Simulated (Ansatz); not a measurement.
## V(100) with 4 thermally displaced layers, 2x2: scattering by thermal displacements

How much do lattice vibrations at 180 K scatter the electrons of V? Layers with random displacements are laid between perfect leads, and the resistance is followed against their length.

Method: Ansatz plane-wave DFT, PBE, PAW files; ballistic transport by layer matching (Landauer), zero bias; PAW set soft_1, in Ansatz 0.2.0.

Report form: the programs' logs are mostly left out.

## (1) The structure

The cell holds 56 atoms: 56 V. Its edges and angles: a = 6.052 Å, b = 6.052 Å, c = 21.182 Å, α = 90.0°, β = 90.0°, γ = 90.0°. It derives from V. Regions: lead, 40 atoms (40 V); scattering region, 16 atoms (16 V). The structure is stacked along c, and the current runs across the ab planes.

## (2) With 4 displaced layers

Each atom of 4 layers is moved at random, by amounts drawn from a normal law 0.0631 Å wide in each direction from the Debye model (380 K) at 180 K. The layers about the cell's end stay perfect and serve as the lead. Disorder leaves little or no symmetry, which makes such runs dear. Energies from -0.05 to 0.05 eV in steps of 0.05 eV are too few for the program's thermal sum, so it prints no conductance; for a metal the transmission near the Fermi level serves, at a fraction of the cost.

input.yaml reads:

```yaml
crystal:
  lattice:
    - [6.052, 0.0, 0.0]
    - [0.0, 6.052, 0.0]
    - [0.0, 0.0, 21.182]
  atoms:
    - { symbol: V, position: [0.0, 0.0, 0.0357142857] }
    - { symbol: V, position: [0.0, 0.5, 0.0357142857] }
    - { symbol: V, position: [0.5, 0.0, 0.0357142857] }
    - { symbol: V, position: [0.5, 0.5, 0.0357142857] }
    - { symbol: V, position: [0.25, 0.25, 0.1071428571] }
    - { symbol: V, position: [0.25, 0.75, 0.1071428571] }
    - { symbol: V, position: [0.75, 0.25, 0.1071428571] }
    - { symbol: V, position: [0.75, 0.75, 0.1071428571] }
[... 44 atom lines left out ...]
    - { symbol: V, position: [0.25, 0.25, 0.9642857143] }
    - { symbol: V, position: [0.25, 0.75, 0.9642857143] }
    - { symbol: V, position: [0.75, 0.25, 0.9642857143] }
    - { symbol: V, position: [0.75, 0.75, 0.9642857143] }
kpoints:
  mp_grid: { grid: [4, 4, 1] }
hamiltonian:
  xc: pbe
  pseudopotentials: { kind: paw, azcp: { folder: soft_1 } }
scf:
  occupations: { method: fermi_dirac, width: 0.1 }
output:
  transmission: { leads: [[0, 4]], kmesh: [8, 8], e_range: [-0.05, 0.05], de: 0.05 }
  write_potential: true
  write_density: true
  volumetric_format: npy
  elf: true
```

On the command line:

```console
$ ansatz run input.yaml --threads 4 --pin off --max-ram 15360MiB --backend cpu --events-out ev --progress --plain --runs-dir out
```

It took 11 min on 4 threads of Arm Neoverse V2, shared host; peak memory 6.8 GiB.

This run has no spin polarisation, although V can carry a moment.

Numbers from this step:

```yaml
free_energy: -163095.9610 eV
energy_at_zero_smearing: -163094.3186 eV
fermi_energy: 16.05 eV
cell_area: 36.63 Å²
transmission_per_spin_nearest_the_fermi_level: 7.891
open_channels_per_spin_nearest_the_fermi_level: 10.05
step_of_the_lead_s_potential: 1.9 meV
```

Per spin. Table of transmission, zone mean by energy, zero at the Fermi level:

| energy (eV) | transmission, zone mean |
| --- | --- |
| -0.0500 | 8.03 |
| 0.0000 | 7.89 |
| 0.0500 | 7.51 |

Per spin. Table of open channels, zone mean, lead by energy, zero at the Fermi level:

| energy (eV) | open channels, zone mean, lead |
| --- | --- |
| -0.0500 | 10.5 |
| 0.0000 | 10.0 |
| 0.0500 | 9.42 |

Transmission over k1 and k2. At 0.0000 eV from the Fermi level.

Ten even steps from '0' (2.8) to '9' (11.5):
```
20477730
03699963
27888897
57988897
27988887
03699963
20377740
02125212
```
Columns: k1 (b1) from -0.5 to 0.375; rows upwards: k2 (b2) from -0.5 to 0.375.

Open channels over k1 and k2. At 0.0000 eV from the Fermi level.

Ten even steps from '_' (4.0) to '@' (14.0):
```
::__++%%%%%%++__
::++%%@@@@@@%%++
::%%@@######@@%%
**%%@@######@@%%
::%%@@######@@%%
::++%%@@@@@@%%++
::__++%%%%%%++__
__::::::**::::::
```
Columns: k1 (b1) from -0.5 to 0.375; rows upwards: k2 (b2) from -0.5 to 0.375.

Electrostatic potential energy in the ca plane at fractional y = 0.000, with atoms of V within 0.2 Å of it. With pseudopotentials it is smooth inside the atoms' cores, unlike the true potential.

Values in eV, 9 rows by 16 columns, each cell a mean:
```
  6 -21   8   5 -21   8  -1 -22   9   6 -22   7   4 -21   9   4
 16  10  17  16  10  17  14   4  16  16   8  16  16  10  17  16
 17  14  17  17  14  17  17  13  17  16  12  17  17  14  17  17
  9 -16  10   8 -16  10   7 -17  11   6 -19   9   7 -16  11   7
  1 -23   4   1 -23   4   1 -23   5   2 -23   5   0 -23   6   0
 12  -7  13  12  -7  14  12  -5  14  14  -2  15  11  -7  14  11
 17  16  18  17  16  18  18  17  18  18  17  18  17  16  18  17
 14   1  15  14   1  15  15   8  17  15   3  15  14   1  15  14
  3 -23   5   2 -23   5   1 -21  10   4 -23   5   1 -23   7   1
```
Columns run along c (16.0 Å, from fractional 0.12 to 0.88 of the cell; values clipped at the 3rd and 97th percentile), rows up along a (6.1 Å). Atoms in or near the plane, at fractional coordinates: V at (0.18, 0.00), V at (0.18, 0.50), V at (0.32, 0.00), V at (0.32, 0.50), V at (0.46, 0.98), V at (0.46, 0.50), V at (0.61, 0.99), V at (0.61, 0.51), V at (0.75, 0.00), V at (0.75, 0.50).

Valence density in the ca plane at fractional y = 0.000, with atoms of V within 0.2 Å of it. It is the smooth field of the valence electrons, not physical close to the nuclei.

Values in e/Å³, 9 rows by 16 columns, each cell a mean:
```
 1  6  1  1  6  1  1  8  0  1  6  1  1  6  0  1
 0  0  0  0  0  0  0  1  0  0  0  0  0  0  0  0
 0  0  0  0  0  0  0  0  0  0  0  0  0  0  0  0
 1  4  0  1  4  0  1  4  0  1  5  1  1  4  0  1
 1 10  1  1 10  1  1 10  1  1  9  1  1 10  1  1
 0  2  0  0  2  0  0  1  0  0  1  0  0  2  0  0
 0  0  0  0  0  0  0  0  0  0  0  0  0  0  0  0
 0  1  0  0  1  0  0  0  0  0  1  0  0  1  0  0
 1  9  1  1  9  1  1  6  0  1  8  1  1  9  1  1
```
Columns run along c (16.0 Å, from fractional 0.12 to 0.88 of the cell), rows up along a (6.1 Å). Atoms in or near the plane, at fractional coordinates: V at (0.18, 0.00), V at (0.18, 0.50), V at (0.32, 0.00), V at (0.32, 0.50), V at (0.46, 0.98), V at (0.46, 0.50), V at (0.61, 0.99), V at (0.61, 0.51), V at (0.75, 0.00), V at (0.75, 0.50).

ELF in the ca plane at fractional y = 0.000, with atoms of V within 0.2 Å of it. It is the smooth field of the valence electrons, not physical close to the nuclei.

Ten even steps from '0' (0.15) to '9' (0.71), each cell a mean:
```
30699703404998123059982151179960321799603305
51245215621453045127751364035521551255115511
64100146652000366410012565310025664100146642
56544565566435666653246655653466556544665566
55311355564212456652125655521146555311455554
62111025631110146411211465113213652111026630
40488504513786125127872152179840531588404403
20799702305998213039993041289950321799702306
30699703404998124139982152179840421699603305
51245215621453146303431364023312641255215511
64100146652001356520002565410025654100146642
56543565566435665565456555654566556544665566
55421355564213565554345555531245555312455554
62011025631110156410002565100003652011026630
40488504513886135115640262058730540588404403
20799702305998213059982151189960321799702306
```
Columns run along c (16.0 Å, from fractional 0.12 to 0.88 of the cell), rows up along a (6.1 Å). Atoms in or near the plane, at fractional coordinates: V at (0.18, 0.00), V at (0.18, 0.50), V at (0.32, 0.00), V at (0.32, 0.50), V at (0.46, 0.98), V at (0.46, 0.50), V at (0.61, 0.99), V at (0.61, 0.51), V at (0.75, 0.00), V at (0.75, 0.50).

Over the solved energies the transmission per spin lies between 7.51 and 8.03, out of 9.98 channels of the lead on average (up to 10.5).

## (3) With 8 displaced layers

Each atom of 8 layers is moved at random, by amounts drawn from a normal law 0.0631 Å wide in each direction from the Debye model (380 K) at 180 K. A fresh draw is used; the growth of the resistance with length is what counts.

System of this step: V(100) with 8 thermally displaced layers, 2x2. The cell holds 72 atoms: 72 V. Cell: a = 6.052 Å, b = 6.052 Å, c = 27.234 Å, α = 90.0°, β = 90.0°, γ = 90.0°. It derives from V. Regions: lead, 40 atoms (40 V); scattering region, 32 atoms (32 V). The structure is stacked along c, and the current runs across the ab planes.

input.yaml reads:

```yaml
crystal:
  lattice:
    - [6.052, 0.0, 0.0]
    - [0.0, 6.052, 0.0]
    - [0.0, 0.0, 27.234]
  atoms:
    - { symbol: V, position: [0.0, 0.0, 0.0277777778] }
    - { symbol: V, position: [0.0, 0.5, 0.0277777778] }
    - { symbol: V, position: [0.5, 0.0, 0.0277777778] }
    - { symbol: V, position: [0.5, 0.5, 0.0277777778] }
    - { symbol: V, position: [0.25, 0.25, 0.0833333333] }
    - { symbol: V, position: [0.25, 0.75, 0.0833333333] }
    - { symbol: V, position: [0.75, 0.25, 0.0833333333] }
    - { symbol: V, position: [0.75, 0.75, 0.0833333333] }
[... 60 atom lines left out ...]
    - { symbol: V, position: [0.25, 0.25, 0.9722222222] }
    - { symbol: V, position: [0.25, 0.75, 0.9722222222] }
    - { symbol: V, position: [0.75, 0.25, 0.9722222222] }
    - { symbol: V, position: [0.75, 0.75, 0.9722222222] }
kpoints:
  mp_grid: { grid: [4, 4, 1] }
hamiltonian:
  xc: pbe
  pseudopotentials: { kind: paw, azcp: { folder: soft_1 } }
scf:
  occupations: { method: fermi_dirac, width: 0.1 }
output:
  transmission: { leads: [[0, 4]], kmesh: [8, 8], e_range: [-0.05, 0.05], de: 0.05 }
  write_potential: true
  write_density: true
  volumetric_format: npy
```

Wall time 17 min (4 threads); peak memory 9.8 GiB; 57 min of CPU time.

This step gave:

```
free energy                                   : -209694.3157 eV
energy at zero smearing                       : -209692.2790 eV
Fermi energy                                  : 16.06 eV
transmission per spin nearest the Fermi level : 6.446
step of the lead's potential                  : 0.7 meV
```

Per spin. Transmission, zone mean against energy, zero at the Fermi level:

| energy (eV) | transmission, zone mean |
| --- | --- |
| -0.0500 | 6.60 |
| 0.0000 | 6.45 |
| 0.0500 | 6.10 |

Over the solved energies the transmission per spin lies between 6.10 and 6.60, out of 9.90 channels of the lead on average (up to 10.4).

## (4) With 12 displaced layers

Each atom of 12 layers is moved at random, by amounts drawn from a normal law 0.0631 Å wide in each direction from the Debye model (380 K) at 180 K. A fresh draw is used; the growth of the resistance with length is what counts.

System of this step: V(100) with 12 thermally displaced layers, 2x2. The cell holds 88 atoms: 88 V. Cell: a = 6.052 Å, b = 6.052 Å, c = 33.286 Å, α = 90.0°, β = 90.0°, γ = 90.0°. It derives from V. Regions: lead, 40 atoms (40 V); scattering region, 48 atoms (48 V). The structure is stacked along c, and the current runs across the ab planes.

input.yaml reads:

```yaml
crystal:
  lattice:
    - [6.052, 0.0, 0.0]
    - [0.0, 6.052, 0.0]
    - [0.0, 0.0, 33.286]
  atoms:
    - { symbol: V, position: [0.0, 0.0, 0.0227272727] }
    - { symbol: V, position: [0.0, 0.5, 0.0227272727] }
    - { symbol: V, position: [0.5, 0.0, 0.0227272727] }
    - { symbol: V, position: [0.5, 0.5, 0.0227272727] }
    - { symbol: V, position: [0.25, 0.25, 0.0681818182] }
    - { symbol: V, position: [0.25, 0.75, 0.0681818182] }
    - { symbol: V, position: [0.75, 0.25, 0.0681818182] }
    - { symbol: V, position: [0.75, 0.75, 0.0681818182] }
[... 76 atom lines left out ...]
    - { symbol: V, position: [0.25, 0.25, 0.9772727273] }
    - { symbol: V, position: [0.25, 0.75, 0.9772727273] }
    - { symbol: V, position: [0.75, 0.25, 0.9772727273] }
    - { symbol: V, position: [0.75, 0.75, 0.9772727273] }
kpoints:
  mp_grid: { grid: [4, 4, 1] }
hamiltonian:
  xc: pbe
  pseudopotentials: { kind: paw, azcp: { folder: soft_1 } }
scf:
  occupations: { method: fermi_dirac, width: 0.1 }
output:
  transmission: { leads: [[0, 4]], kmesh: [8, 8], e_range: [-0.05, 0.05], de: 0.05 }
  write_potential: true
  write_density: true
  volumetric_format: npy
```

Run time: 24 min. Hardware: 4 threads; peak memory 7.2 GiB.

This step gave:

```yaml
free_energy: -256292.1157 eV
energy_at_zero_smearing: -256289.6173 eV
fermi_energy: 16.07 eV
transmission_per_spin_nearest_the_fermi_level: 5.388
step_of_the_lead_s_potential: 2.4 meV
```

Per spin. Table of transmission, zone mean by energy, zero at the Fermi level:

| energy (eV) | transmission, zone mean |
| --- | --- |
| -0.0500 | 5.48 |
| 0.0000 | 5.39 |
| 0.0500 | 5.18 |

Over the solved energies the transmission per spin lies between 5.18 and 5.48, out of 9.90 channels of the lead on average (up to 10.4).

## (5) Resistance against length

This step: Ansatz plane-wave DFT, PBE, PAW files; ballistic transport by layer matching (Landauer), zero bias; resistivity from the slope of the area resistance; PAW set soft_1 (Ansatz 0.2.0).

Numbers from this step:

* resistivity: 22.66 µΩ cm
* intercept: -0.007290 fΩ m²
* scatter about the fit: 0.002725 fΩ m²

Resistance, by row:

| run | length (Å) | T | channels N | RA (fΩ m²) |
| --- | --- | --- | --- | --- |
| n4 | 6.052 | 7.811 | 9.984 | 0.1317 |
| n8 | 12.1 | 6.384 | 9.901 | 0.2631 |
| n12 | 18.16 | 5.351 | 9.901 | 0.406 |

Area resistance against length of the displaced region:

| length of the displaced region (Å) | area resistance (fΩ m²) |
| --- | --- |
| 6.05 | 0.132 |
| 12.10 | 0.263 |
| 18.16 | 0.406 |

The area resistance goes from 0.13 to 0.41 fΩ m² between 6.1 and 18.2 Å, a slope of 23 µΩ cm.

By hand from the end points: (0.4060 − 0.1317) fΩ m² / (18.16 − 6.05) Å = 23 µΩ cm, since 1 fΩ m² per Å is 1000 µΩ cm.

## (6) Summary of results

| Property | Result |
| --- | --- |
| resistivity from the slope | 22.7 µΩ cm |
| area resistance over 6.05 Å | 0.132 fΩ m² |
| area resistance over 12.1 Å | 0.263 fΩ m² |
| area resistance over 18.2 Å | 0.406 fΩ m² |

In words: The slope gives 23 µΩ cm. The points scatter by 0.0027 fΩ m² about the line, with one random draw a length in a 2x2 cell, so the slope is a rough value. The mean square of the displacements drawn is 0.78, 0.99 and 1.2 of the nominal one at the three lengths; with each resistance scaled back by that, the slope is 15 µΩ cm, the value used below. Read with a model of isotropic scattering on a spherical Fermi surface and the lead's 2.1×10¹⁵ S/m², this slope means a mean free path near 26 Å; over these lengths the model's slope is 1.06 times its bulk resistivity, which would be 14 µΩ cm. Uncorrelated displacements put too much weight on short waves, which scatter strongly; with the sideways repeat of a small cell, one draw and three short lengths, the method is good to a factor of two or three.

[Logs are printed without paths, hosts, clocks, repeated set-up lines and the standing remarks that a program may print on its own settings, such as how far it seeks lower states.]

[Hosts, paths, dates, database ids (printed as entryN), source tags and the programs' standing remarks are cut or masked in the printed files.]
